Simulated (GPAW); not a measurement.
# Geometry or basis: what sets the conductance of an Ir chain with an Ag atom bridging one bond

How well does an Ir chain with an Ag atom bridging one bond conduct once its atoms have relaxed, and how much do cheaper levels lose?

Main program and level: GPAW 26.7.0; GPAW LCAO, PAW setups; relaxation of the junction within the symmetry of its start, lead ends held, in the first sound run; inputs show where later runs differ.

**1. The structure**

The cell holds 17 atoms: 16 Ir and 1 Ag. Its edges and angles: a = 9.000 Å, b = 9.000 Å, c = 37.000 Å, α = 90.0°, β = 90.0°, γ = 90.0°. Regions: left lead, 8 atoms (8 Ir); channel, 1 atom (1 Ag); right lead, 8 atoms (8 Ir). Vacuum lies along a and b. The structure is stacked along c, and the current runs across the ab planes.

**2. Relaxing the atoms**

Transmission follows bond lengths closely, so the atoms between the held lead ends are relaxed first, within whatever symmetry the start has.

Input file run.py:

```python
import json
from ase import Atoms
from ase.constraints import FixAtoms
from ase.optimize import BFGS
from gpaw import GPAW, FermiDirac

device = Atoms(
    ['Ir', 'Ir', 'Ir', 'Ir', 'Ir', 'Ir', 'Ir', 'Ir', 'Ag', 'Ir', 'Ir', 'Ir', 'Ir', 'Ir', 'Ir', 'Ir', 'Ir'],
    positions=[
        [4.50000, 4.50000, 1.15000],
        [4.50000, 4.50000, 3.45000],
        [4.50000, 4.50000, 5.75000],
        [4.50000, 4.50000, 8.05000],
        [4.50000, 4.50000, 10.35000],
        [4.50000, 4.50000, 12.65000],
        [4.50000, 4.50000, 14.95000],
        [4.50000, 4.50000, 17.25000],
        [6.61376, 4.50000, 18.50000],
        [4.50000, 4.50000, 19.75000],
        [4.50000, 4.50000, 22.05000],
        [4.50000, 4.50000, 24.35000],
        [4.50000, 4.50000, 26.65000],
        [4.50000, 4.50000, 28.95000],
        [4.50000, 4.50000, 31.25000],
        [4.50000, 4.50000, 33.55000],
        [4.50000, 4.50000, 35.85000]],
    cell=[[9.0, 0.0, 0.0], [0.0, 9.0, 0.0], [0.0, 0.0, 37.0]],
    pbc=True)

device.set_constraint(FixAtoms([0, 1, 2, 3, 4, 5, 6, 10, 11, 12, 13, 14, 15, 16]))
device.calc = GPAW(mode='lcao', basis='dzp', xc='PBE', h=0.18,
                   kpts={'size': (1, 1, 2), 'gamma': True},
                   symmetry={'tolerance': 1e-3, 'extra_ids': [1, 1, 1, 1, 1, 1, 1, 0, 0, 0, 1, 1, 1, 1, 1, 1, 1]},
                   occupations=FermiDirac(0.1), maxiter=250,
                   mixer=dict(beta=0.1, nmaxold=8, weight=100.0),
                   convergence=dict(density=0.0001), txt='relax.txt')
path = []
opt = BFGS(device, maxstep=0.15)
opt.attach(lambda: path.append((device.get_potential_energy(), device.positions.tolist(), device.get_forces().tolist())))
relaxed = bool(opt.run(fmax=0.05, steps=50))
json.dump(dict(relaxed=relaxed, path=path, positions=device.positions.tolist(), moments=device.get_magnetic_moments().tolist(),
               forces=device.get_forces(apply_constraint=False).tolist()), open('result.json', 'w'))
```

Command:

```console
> OMP_NUM_THREADS=1 OPENBLAS_NUM_THREADS=1 python run.py
```

Log:

```text
Step          Energy          fmax
BFGS:    0      -77.961698        3.091543
BFGS:    1      -78.140039        1.853121
BFGS:    2      -78.305973        0.481564
BFGS:    3      -78.323728        0.147917
BFGS:    4      -78.324922        0.107343
BFGS:    5      -78.325810        0.177634
BFGS:    6      -78.327365        0.235729
BFGS:    7      -78.334003        0.681299
BFGS:    8      -78.346222        0.643538
BFGS:    9      -78.430655        0.452111
BFGS:   10      -78.507874        0.294956
BFGS:   11      -78.575202        0.166674
BFGS:   12      -78.619975        0.099102
BFGS:   13      -78.627767        0.063708
BFGS:   14      -78.630124        0.021477
```

Run time: 38 min. Hardware: 1 thread of Arm Neoverse V1, shared host; peak memory 1.9 GiB.

Step by step:

```tsv
step	energy less that of the first step (eV)	largest force (eV/Å)
1	0.0000	3.0915
2	-0.1786	1.8531
3	-0.3448	0.4816
4	-0.3624	0.1479
5	-0.3638	0.1073
6	-0.3648	0.1776
7	-0.3666	0.2357
8	-0.3768	0.6813
9	-0.3897	0.6435
10	-0.4811	0.4521
11	-0.5658	0.2950
12	-0.6396	0.1667
13	-0.6883	0.0991
14	-0.6966	0.0637
15	-0.6991	0.0215
```

The atoms that moved most (Å):

```tsv
atom	dx	dy	dz	length
Ir10	-0.803	0.000	0.026	0.804
Ir8	-0.803	0.000	-0.026	0.804
Ag9	-0.619	0.000	0.000	0.619
```

The relaxation lowered the energy of the cell by 0.699 eV (energies extrapolated to zero smearing; the optimiser's log prints free energies). The largest force left on a free atom is 0.021 eV/Å.

**3. Double-zeta polarised basis**

The script solves lead and junction separately, takes H and S in the orbital basis, and joins semi-infinite leads through their self-energies; the dzp basis is the working standard.

This step: GPAW LCAO, PAW setups; Landauer transmission from Green's functions with principal layers (ASE), zero bias (GPAW 26.7.0).

Input file run.py:

```python
import json
import numpy as np
from ase import Atoms
from ase.transport.calculators import TransportCalculator
from gpaw import GPAW, FermiDirac
from gpaw.lcao.tools import get_lcao_hamiltonian
from scipy.linalg import eigh

# The junction with lead layers at both ends, along the third cell vector
device = Atoms(
    ['Ir', 'Ir', 'Ir', 'Ir', 'Ir', 'Ir', 'Ir', 'Ir', 'Ag', 'Ir', 'Ir', 'Ir', 'Ir', 'Ir', 'Ir', 'Ir', 'Ir'],
    positions=[
        [4.50000, 4.50000, 1.15000],
        [4.50000, 4.50000, 3.45000],
        [4.50000, 4.50000, 5.75000],
        [4.50000, 4.50000, 8.05000],
        [4.50000, 4.50000, 10.35000],
        [4.50000, 4.50000, 12.65000],
        [4.50000, 4.50000, 14.95000],
        [3.69693, 4.50000, 17.22353],
        [5.99473, 4.50000, 18.50000],
        [3.69693, 4.50000, 19.77647],
        [4.50000, 4.50000, 22.05000],
        [4.50000, 4.50000, 24.35000],
        [4.50000, 4.50000, 26.65000],
        [4.50000, 4.50000, 28.95000],
        [4.50000, 4.50000, 31.25000],
        [4.50000, 4.50000, 33.55000],
        [4.50000, 4.50000, 35.85000]],
    cell=[[9.0, 0.0, 0.0], [0.0, 9.0, 0.0], [0.0, 0.0, 37.0]],
    pbc=True)

# One principal layer of the lead: the first 5 atoms of the device
lead = Atoms(
    ['Ir', 'Ir', 'Ir', 'Ir', 'Ir'],
    positions=[
        [4.50000, 4.50000, 1.15000],
        [4.50000, 4.50000, 3.45000],
        [4.50000, 4.50000, 5.75000],
        [4.50000, 4.50000, 8.05000],
        [4.50000, 4.50000, 10.35000]],
    cell=[[9.0, 0.0, 0.0], [0.0, 9.0, 0.0], [0.0, 0.0, 11.5]],
    pbc=True)

settings = dict(mode='lcao', basis='dzp', xc='PBE', h=0.2,
                occupations=FermiDirac(0.1), maxiter=250,
                mixer=dict(beta=0.1, nmaxold=8, weight=100.0),
                convergence=dict(density=0.0001))
energies = np.arange(-2, 2 + 1e-9, 0.025)
eta = 0.0001
n1, n2 = 1, 1
# k and -k transmit alike, so half of the mesh across the current serves
mesh = [(i, j) for i in range(n1) for j in range(n2) if (i, j) <= (-i % n1, -j % n2)]
weights = np.array([1 if (i, j) == (-i % n1, -j % n2) else 2 for i, j in mesh]) / (n1 * n2)

# [... helper functions left out ...]
fermi_lead = ground_state(lead, (1, 1, 10), 'lead.txt')
fermi_device = ground_state(device, (1, 1, 2), 'device.txt')
# [... loop over the mesh left out, but for ...]
        # Shift the lead onto the potential of the device's first layer
        shift = ((H[:, 0, 0] - H0[:, 0, 0]) / S0[0, 0]).real.mean()
# [...]
kT = 8.617333e-5 * 300
bias = [0.1, 0.2, 0.5, 1.0, 1.5, 2.0]
# [... integrals and printing left out ...]
```

Log:

```text
basis functions: device 459, principal layer 135
Fermi level: lead -3.8817 eV, device -3.6764 eV; lead shifted by -0.0172 eV
largest coupling past the next layer 1.48e-06 eV, largest misfit of the first layer 0.070 eV
  E-E_F (eV)   T (one spin)  [channel counts left out]
    -2.000    2.7747e+00
    -1.975    2.8065e+00
    -1.950    2.8380e+00
    -1.925    2.8688e+00
    -1.900    2.8995e+00
    -1.875    2.9253e+00
    -1.850    2.9529e+00
    -1.825    2.9775e+00
    -1.800    2.9994e+00
    -1.775    3.0184e+00
    -1.750    3.0344e+00
    -1.725    3.0481e+00
    -1.700    3.0591e+00
    -1.675    3.0680e+00
    -1.650    3.0751e+00
    -1.625    3.0808e+00
[...]
1.825    1.0552e+00
     1.850    9.8454e-01
     1.875    8.9405e-01
     1.900    7.7068e-01
     1.925    7.1807e-01
     1.950    8.1485e-01
     1.975    8.6229e-01
     2.000    8.9319e-01
conductance at 300 K: 3.5064 G0 a cell; thermopower 11.4 uV/K
current from the zero-bias T(E) at 0.1 V: 27.083 uA
current from the zero-bias T(E) at 0.2 V: 54.031 uA
current from the zero-bias T(E) at 0.5 V: 139.5 uA
current from the zero-bias T(E) at 1.0 V: 289 uA
current from the zero-bias T(E) at 1.5 V: 431.16 uA
current from the zero-bias T(E) at 2.0 V: 555.51 uA
```

Run time: 5.6 min. Hardware: 1 thread; peak memory 1.4 GiB.

This step gave:

```yaml
conductance: 3.506 G₀
largest_coupling_past_the_next_principal_layer: 1.48e-6 eV
largest_misfit_of_the_first_principal_layer: 0.07044 eV
shift_that_aligns_the_lead: -0.01724 eV
basis_functions_of_the_junction: 459
basis_functions_of_a_principal_layer: 135
transmission_at_the_fermi_level_one_spin: 3.519
```

One spin. Table of transmission, zone mean by energy, zero at the Fermi level:

```tsv
energy (eV)	transmission, zone mean
-2.000	2.77
-1.800	3.00
-1.600	3.09
-1.400	3.07
-1.200	3.02
-1.000	3.69
-0.800	4.85
-0.600	5.05
-0.550	5.06
-0.400	5.05
-0.200	4.38
0.000	3.52
0.125	3.18
0.200	3.10
0.400	2.73
0.600	2.37
0.800	2.00
1.000	2.08
1.200	1.65
1.400	1.48
1.600	1.35
1.800	1.11
2.000	0.893
```

Not self-consistent under bias; the bias window is split evenly. Current through one cell, from the zero-bias transmission against bias:

```tsv
bias (V)	current through one cell, from the zero-bias transmission (mA)
0.100	0.0271
0.200	0.0540
0.500	0.139
1.000	0.289
1.500	0.431
2.000	0.556
```

The transmission of the three most open eigenchannels by energy, zero at the Fermi level:

```tsv
energy (eV)	channel 1	channel 2	channel 3
-2.000	0.985	0.876	0.633
-1.900	0.990	0.900	0.729
-1.800	0.992	0.908	0.789
-1.700	0.993	0.913	0.829
-1.600	0.992	0.916	0.852
-1.500	0.989	0.917	0.861
-1.400	0.975	0.915	0.851
-1.300	0.920	0.845	0.699
-1.200	0.927	0.858	0.725
-1.100	0.939	0.888	0.760
-1.000	0.947	0.914	0.775
-0.900	0.963	0.941	0.779
-0.800	0.996	0.981	0.854
-0.700	0.994	0.931	0.923
-0.600	0.998	0.943	0.895
-0.500	0.998	0.961	0.894
-0.400	0.996	0.964	0.927
-0.300	0.982	0.974	0.959
-0.200	0.981	0.949	0.935
-0.100	0.972	0.929	0.924
0.000	0.962	0.899	0.850
0.100	0.899	0.897	0.724
0.200	0.991	0.850	0.779
0.300	0.948	0.804	0.795
0.400	0.900	0.789	0.755
0.500	0.854	0.772	0.707
0.600	0.811	0.744	0.654
0.700	0.769	0.710	0.600
0.800	0.731	0.641	0.573
0.900	0.701	0.696	0.578
1.000	0.802	0.664	0.619
1.100	0.990	0.633	0.308
1.200	0.986	0.603	0.0633
1.300	0.959	0.573	0.00697
1.400	0.936	0.541	9.8e-7
1.500	0.915	0.504	0.00153
1.600	0.891	0.461	0.00354
1.700	0.859	0.400	0.00452
1.800	0.810	0.299	0.00414
1.900	0.697	0.0726	0.00136
2.000	0.893	5.8e-7	2.0e-9
```

Couplings past the next layer reach 1.5e-6 eV, small enough to drop; the matrix elements of the cell's first layer differ from the bulk lead's by up to 0.070 eV. That layer keeps its own values in the calculation, and only beyond it is the lead taken as perfect. The Fermi levels of lead and junction count from different zeros of potential, one for each periodic cell; with both set to zero, the small remaining shift is what aligns them. Without spin-orbit coupling, which is large for these atoms, channel counts and T are those of the scalar-relativistic bands. By hand: G = 3.506 × 77.48 μS = 272 μS, a resistance of 3.68 kΩ; at 0.1 V a linear junction would pass 27.2 μA, and the integral over the bias window gives 27.1 μA.

**4. Single-zeta polarised basis**

The second zeta is dropped, the polarisation orbitals stay.

run.py: that of step 3 with these lines changed.

```diff
@@ -44,3 +44,3 @@
 
-settings = dict(mode='lcao', basis='dzp', xc='PBE', h=0.2,
+settings = dict(mode='lcao', basis='szp(dzp)', xc='PBE', h=0.2,
                 occupations=FermiDirac(0.1), maxiter=250,
```

Log:

```text
basis functions: device 255, principal layer 75
Fermi level: lead -3.5970 eV, device -3.4054 eV; lead shifted by -0.0109 eV
largest coupling past the next layer 1.48e-06 eV, largest misfit of the first layer 0.067 eV
  E-E_F (eV)   T (one spin)  [channel counts left out]
    -2.000    2.8890e+00
    -1.975    2.9190e+00
    -1.950    2.9521e+00
    -1.925    2.9824e+00
    -1.900    3.0101e+00
    -1.875    3.0350e+00
    -1.850    3.0569e+00
    -1.825    3.0761e+00
    -1.800    3.0928e+00
    -1.775    3.1073e+00
    -1.750    3.1201e+00
    -1.725    3.1314e+00
    -1.700    3.1417e+00
    -1.675    3.1512e+00
    -1.650    3.1599e+00
    -1.625    3.1680e+00
[...]
1.825    1.1952e+00
     1.850    1.1353e+00
     1.875    1.0597e+00
     1.900    9.6093e-01
     1.925    8.2440e-01
     1.950    6.7482e-01
     1.975    8.0731e-01
     2.000    8.6167e-01
conductance at 300 K: 3.5876 G0 a cell; thermopower 9.819 uV/K
current from the zero-bias T(E) at 0.1 V: 27.763 uA
current from the zero-bias T(E) at 0.2 V: 55.38 uA
current from the zero-bias T(E) at 0.5 V: 141.54 uA
current from the zero-bias T(E) at 1.0 V: 291.48 uA
current from the zero-bias T(E) at 1.5 V: 433.42 uA
current from the zero-bias T(E) at 2.0 V: 556.38 uA
```

It took 3.4 min on 1 thread; peak memory 1.4 GiB.

Numbers from this step:

```yaml
conductance: 3.588 G₀
largest_misfit_of_the_first_principal_layer: 0.06687 eV
shift_that_aligns_the_lead: -0.01091 eV
basis_functions_of_the_junction: 255
basis_functions_of_a_principal_layer: 75
transmission_at_the_fermi_level_one_spin: 3.597
```

One spin. The transmission, zone mean by energy, zero at the Fermi level:

```tsv
energy (eV)	transmission, zone mean
-2.000	2.89
-1.800	3.09
-1.600	3.18
-1.400	3.18
-1.200	3.08
-1.000	3.62
-0.800	4.78
-0.600	5.03
-0.525	5.06
-0.400	5.05
-0.200	4.50
0.000	3.60
0.150	3.10
0.200	3.05
0.400	2.71
0.600	2.37
0.800	2.01
1.000	1.79
1.200	1.61
1.400	1.54
1.600	1.45
1.800	1.24
2.000	0.862
```

Not self-consistent under bias; the bias window is split evenly. Current through one cell, from the zero-bias transmission against bias:

```tsv
bias (V)	current through one cell, from the zero-bias transmission (mA)
0.100	0.0278
0.200	0.0554
0.500	0.142
1.000	0.291
1.500	0.433
2.000	0.556
```

Table of transmission of the three most open eigenchannels by energy, zero at the Fermi level:

```tsv
energy (eV)	channel 1	channel 2	channel 3
-2.000	0.987	0.894	0.736
-1.900	0.992	0.903	0.797
-1.800	0.994	0.910	0.840
-1.700	0.995	0.918	0.866
-1.600	0.994	0.924	0.880
-1.500	0.993	0.926	0.887
-1.400	0.986	0.922	0.884
-1.300	0.918	0.912	0.781
-1.200	0.930	0.876	0.755
-1.100	0.943	0.885	0.767
-1.000	0.954	0.916	0.782
-0.900	0.970	0.938	0.775
-0.800	0.991	0.987	0.807
-0.700	0.997	0.948	0.887
-0.600	0.997	0.921	0.899
-0.500	0.996	0.939	0.912
-0.400	0.997	0.946	0.894
-0.300	0.994	0.964	0.941
-0.200	0.985	0.948	0.932
-0.100	0.974	0.928	0.912
0.000	0.952	0.889	0.877
0.100	0.882	0.802	0.726
0.200	0.997	0.831	0.760
0.300	0.959	0.790	0.785
0.400	0.915	0.777	0.750
0.500	0.871	0.751	0.711
0.600	0.833	0.706	0.678
0.700	0.791	0.676	0.640
0.800	0.755	0.730	0.522
0.900	0.947	0.723	0.416
1.000	0.998	0.694	0.0964
1.100	0.980	0.668	0.00664
1.200	0.963	0.643	6.3e-4
1.300	0.949	0.618	0.00585
1.400	0.936	0.593	0.0104
1.500	0.921	0.565	0.0130
1.600	0.902	0.531	0.0138
1.700	0.876	0.483	0.0131
1.800	0.835	0.398	0.0109
1.900	0.751	0.204	0.00597
2.000	0.862	1.9e-7	1.1e-8
```

The conductance, 3.59 G₀, lies 2.3 % above that of the dzp run.

**5. Minimal basis**

One function for each valence shell of the setup, as for a first survey of a large system.

run.py: that of step 4 with these lines changed.

```diff
@@ -44,3 +44,3 @@
 
-settings = dict(mode='lcao', basis='szp(dzp)', xc='PBE', h=0.2,
+settings = dict(mode='lcao', basis='sz(dzp)', xc='PBE', h=0.2,
                 occupations=FermiDirac(0.1), maxiter=250,
```

Log:

```text
basis functions: device 204, principal layer 60
Fermi level: lead -3.6006 eV, device -3.4043 eV; lead shifted by -0.0122 eV
largest coupling past the next layer 1.47e-06 eV, largest misfit of the first layer 0.036 eV
  E-E_F (eV)   T (one spin)  [channel counts left out]
    -2.000    2.9540e+00
    -1.975    2.9821e+00
    -1.950    3.0080e+00
[...]
1.975    8.5774e-01
     2.000    8.9336e-01
conductance at 300 K: 3.568 G0 a cell; thermopower 10.68 uV/K
current from the zero-bias T(E) at 0.1 V: 27.592 uA
current from the zero-bias T(E) at 0.2 V: 54.917 uA
current from the zero-bias T(E) at 0.5 V: 140.09 uA
current from the zero-bias T(E) at 1.0 V: 288.7 uA
current from the zero-bias T(E) at 1.5 V: 429.07 uA
current from the zero-bias T(E) at 2.0 V: 551.51 uA
```

The job ended after 2.1 min (1 thread; peak memory 1.3 GiB).

This step gave:

```yaml
conductance: 3.568 G₀
largest_coupling_past_the_next_principal_layer: 1.47e-6 eV
largest_misfit_of_the_first_principal_layer: 0.03551 eV
shift_that_aligns_the_lead: -0.01221 eV
basis_functions_of_the_junction: 204
basis_functions_of_a_principal_layer: 60
transmission_at_the_fermi_level_one_spin: 3.583
```

One spin. The transmission, zone mean by energy, zero at the Fermi level:

```tsv
energy (eV)	transmission, zone mean
-2.000	2.95
-1.800	3.11
-1.600	3.19
-1.400	3.19
-1.200	3.10
-1.000	3.59
-0.800	4.72
-0.600	5.02
-0.525	5.05
-0.400	5.03
-0.200	4.50
0.000	3.58
0.150	3.01
0.200	2.98
0.400	2.66
0.600	2.31
0.800	2.10
1.000	1.82
1.200	1.63
1.400	1.55
1.600	1.45
1.800	1.20
2.000	0.893
```

The conductance, 3.57 G₀, lies 1.8 % above that of the dzp run.

**6. RPBE in the dzp basis: xc = "RPBE"**

Back in the dzp basis, the functional changes from PBE to RPBE, to set the spread between functionals beside that between bases.

run.py: that of step 5 with these lines changed.

```diff
@@ -44,3 +44,3 @@
 
-settings = dict(mode='lcao', basis='sz(dzp)', xc='PBE', h=0.2,
+settings = dict(mode='lcao', basis='dzp', xc='RPBE', h=0.2,
                 occupations=FermiDirac(0.1), maxiter=250,
```

Log:

```text
basis functions: device 459, principal layer 135
Fermi level: lead -3.7906 eV, device -3.5826 eV; lead shifted by -0.0177 eV
largest coupling past the next layer 1.47e-06 eV, largest misfit of the first layer 0.071 eV
  E-E_F (eV)   T (one spin)  [channel counts left out]
    -2.000    2.7937e+00
    -1.975    2.8127e+00
    -1.950    2.8403e+00
[...]
1.975    8.5626e-01
     2.000    8.8754e-01
conductance at 300 K: 3.5009 G0 a cell; thermopower 10.12 uV/K
current from the zero-bias T(E) at 0.1 V: 27.084 uA
current from the zero-bias T(E) at 0.2 V: 54.145 uA
current from the zero-bias T(E) at 0.5 V: 139.37 uA
current from the zero-bias T(E) at 1.0 V: 288.4 uA
current from the zero-bias T(E) at 1.5 V: 430.26 uA
current from the zero-bias T(E) at 2.0 V: 554.29 uA
```

It took 4.7 min on 1 thread; peak memory 1.4 GiB.

This step gave:

```
conductance                                 : 3.501 G₀
largest misfit of the first principal layer : 0.07084 eV
shift that aligns the lead                  : -0.01775 eV
basis functions of the junction             : 459
basis functions of a principal layer        : 135
transmission at the Fermi level (one spin)  : 3.492
```

The conductance equals that of the dzp run to 0.2 %.

**7. Without the relaxation: geometry = "as built"**

The dzp basis with PBE on the structure as first built shows what the relaxation was worth.

run.py: that of step 6 with these lines changed.

```diff
@@ -19,5 +19,5 @@
         [4.50000, 4.50000, 14.95000],
-        [3.69693, 4.50000, 17.22353],
-        [5.99473, 4.50000, 18.50000],
-        [3.69693, 4.50000, 19.77647],
+        [4.50000, 4.50000, 17.25000],
+        [6.61376, 4.50000, 18.50000],
+        [4.50000, 4.50000, 19.75000],
         [4.50000, 4.50000, 22.05000],
@@ -44,3 +44,3 @@
 
-settings = dict(mode='lcao', basis='dzp', xc='RPBE', h=0.2,
+settings = dict(mode='lcao', basis='dzp', xc='PBE', h=0.2,
                 occupations=FermiDirac(0.1), maxiter=250,
```

Log:

```text
basis functions: device 459, principal layer 135
Fermi level: lead -3.8817 eV, device -3.6820 eV; lead shifted by -0.0231 eV
largest coupling past the next layer 1.48e-06 eV, largest misfit of the first layer 0.078 eV
  E-E_F (eV)   T (one spin)  channels
    -2.000    2.4743e+00    4.0000
    -1.975    2.4841e+00    4.0000
    -1.950    2.5034e+00    4.0000
[...]
1.975    9.9375e-01    1.0000
     2.000    9.9496e-01    1.0000
conductance at 300 K: 4.8867 G0 a cell; thermopower 12.54 uV/K
current from the zero-bias T(E) at 0.1 V: 37.435 uA
current from the zero-bias T(E) at 0.2 V: 73.231 uA
current from the zero-bias T(E) at 0.5 V: 177.27 uA
current from the zero-bias T(E) at 1.0 V: 346.79 uA
current from the zero-bias T(E) at 1.5 V: 509.6 uA
current from the zero-bias T(E) at 2.0 V: 658.8 uA
```

The job ended after 5.4 min (1 thread; peak memory 1.4 GiB).

This step gave:

```yaml
conductance: 4.887 G₀
largest_coupling_past_the_next_principal_layer: 1.48e-6 eV
largest_misfit_of_the_first_principal_layer: 0.07819 eV
shift_that_aligns_the_lead: -0.02309 eV
transmission_at_the_fermi_level_one_spin: 5.135
open_channels_of_the_lead_at_the_fermi_level_one_spin: 6
```

The conductance, 4.89 G₀, lies 39 % above that of the dzp run.

**8. All levels side by side**

Times are for 1 thread of Arm Neoverse V1, shared host. Results by setting:

```tsv
no.	run	conductance (G₀)	time	memory (GiB)
1	dzp	3.506	5.6 min	1.4
2	szp	3.588	3.4 min	1.4
3	sz	3.568	2.1 min	1.3
4	dzp RPBE	3.501	4.7 min	1.4
5	asbuilt	4.887	5.4 min	1.4
```

(Part 1 of 2 ends here.)

[Logs are printed without paths, hosts, clocks, repeated set-up lines and the standing remarks that a program may print on its own settings, such as how far it seeks lower states.]

[Hosts, paths, dates, database ids (printed as entryN), source tags and the programs' standing remarks are cut or masked in the printed files.]
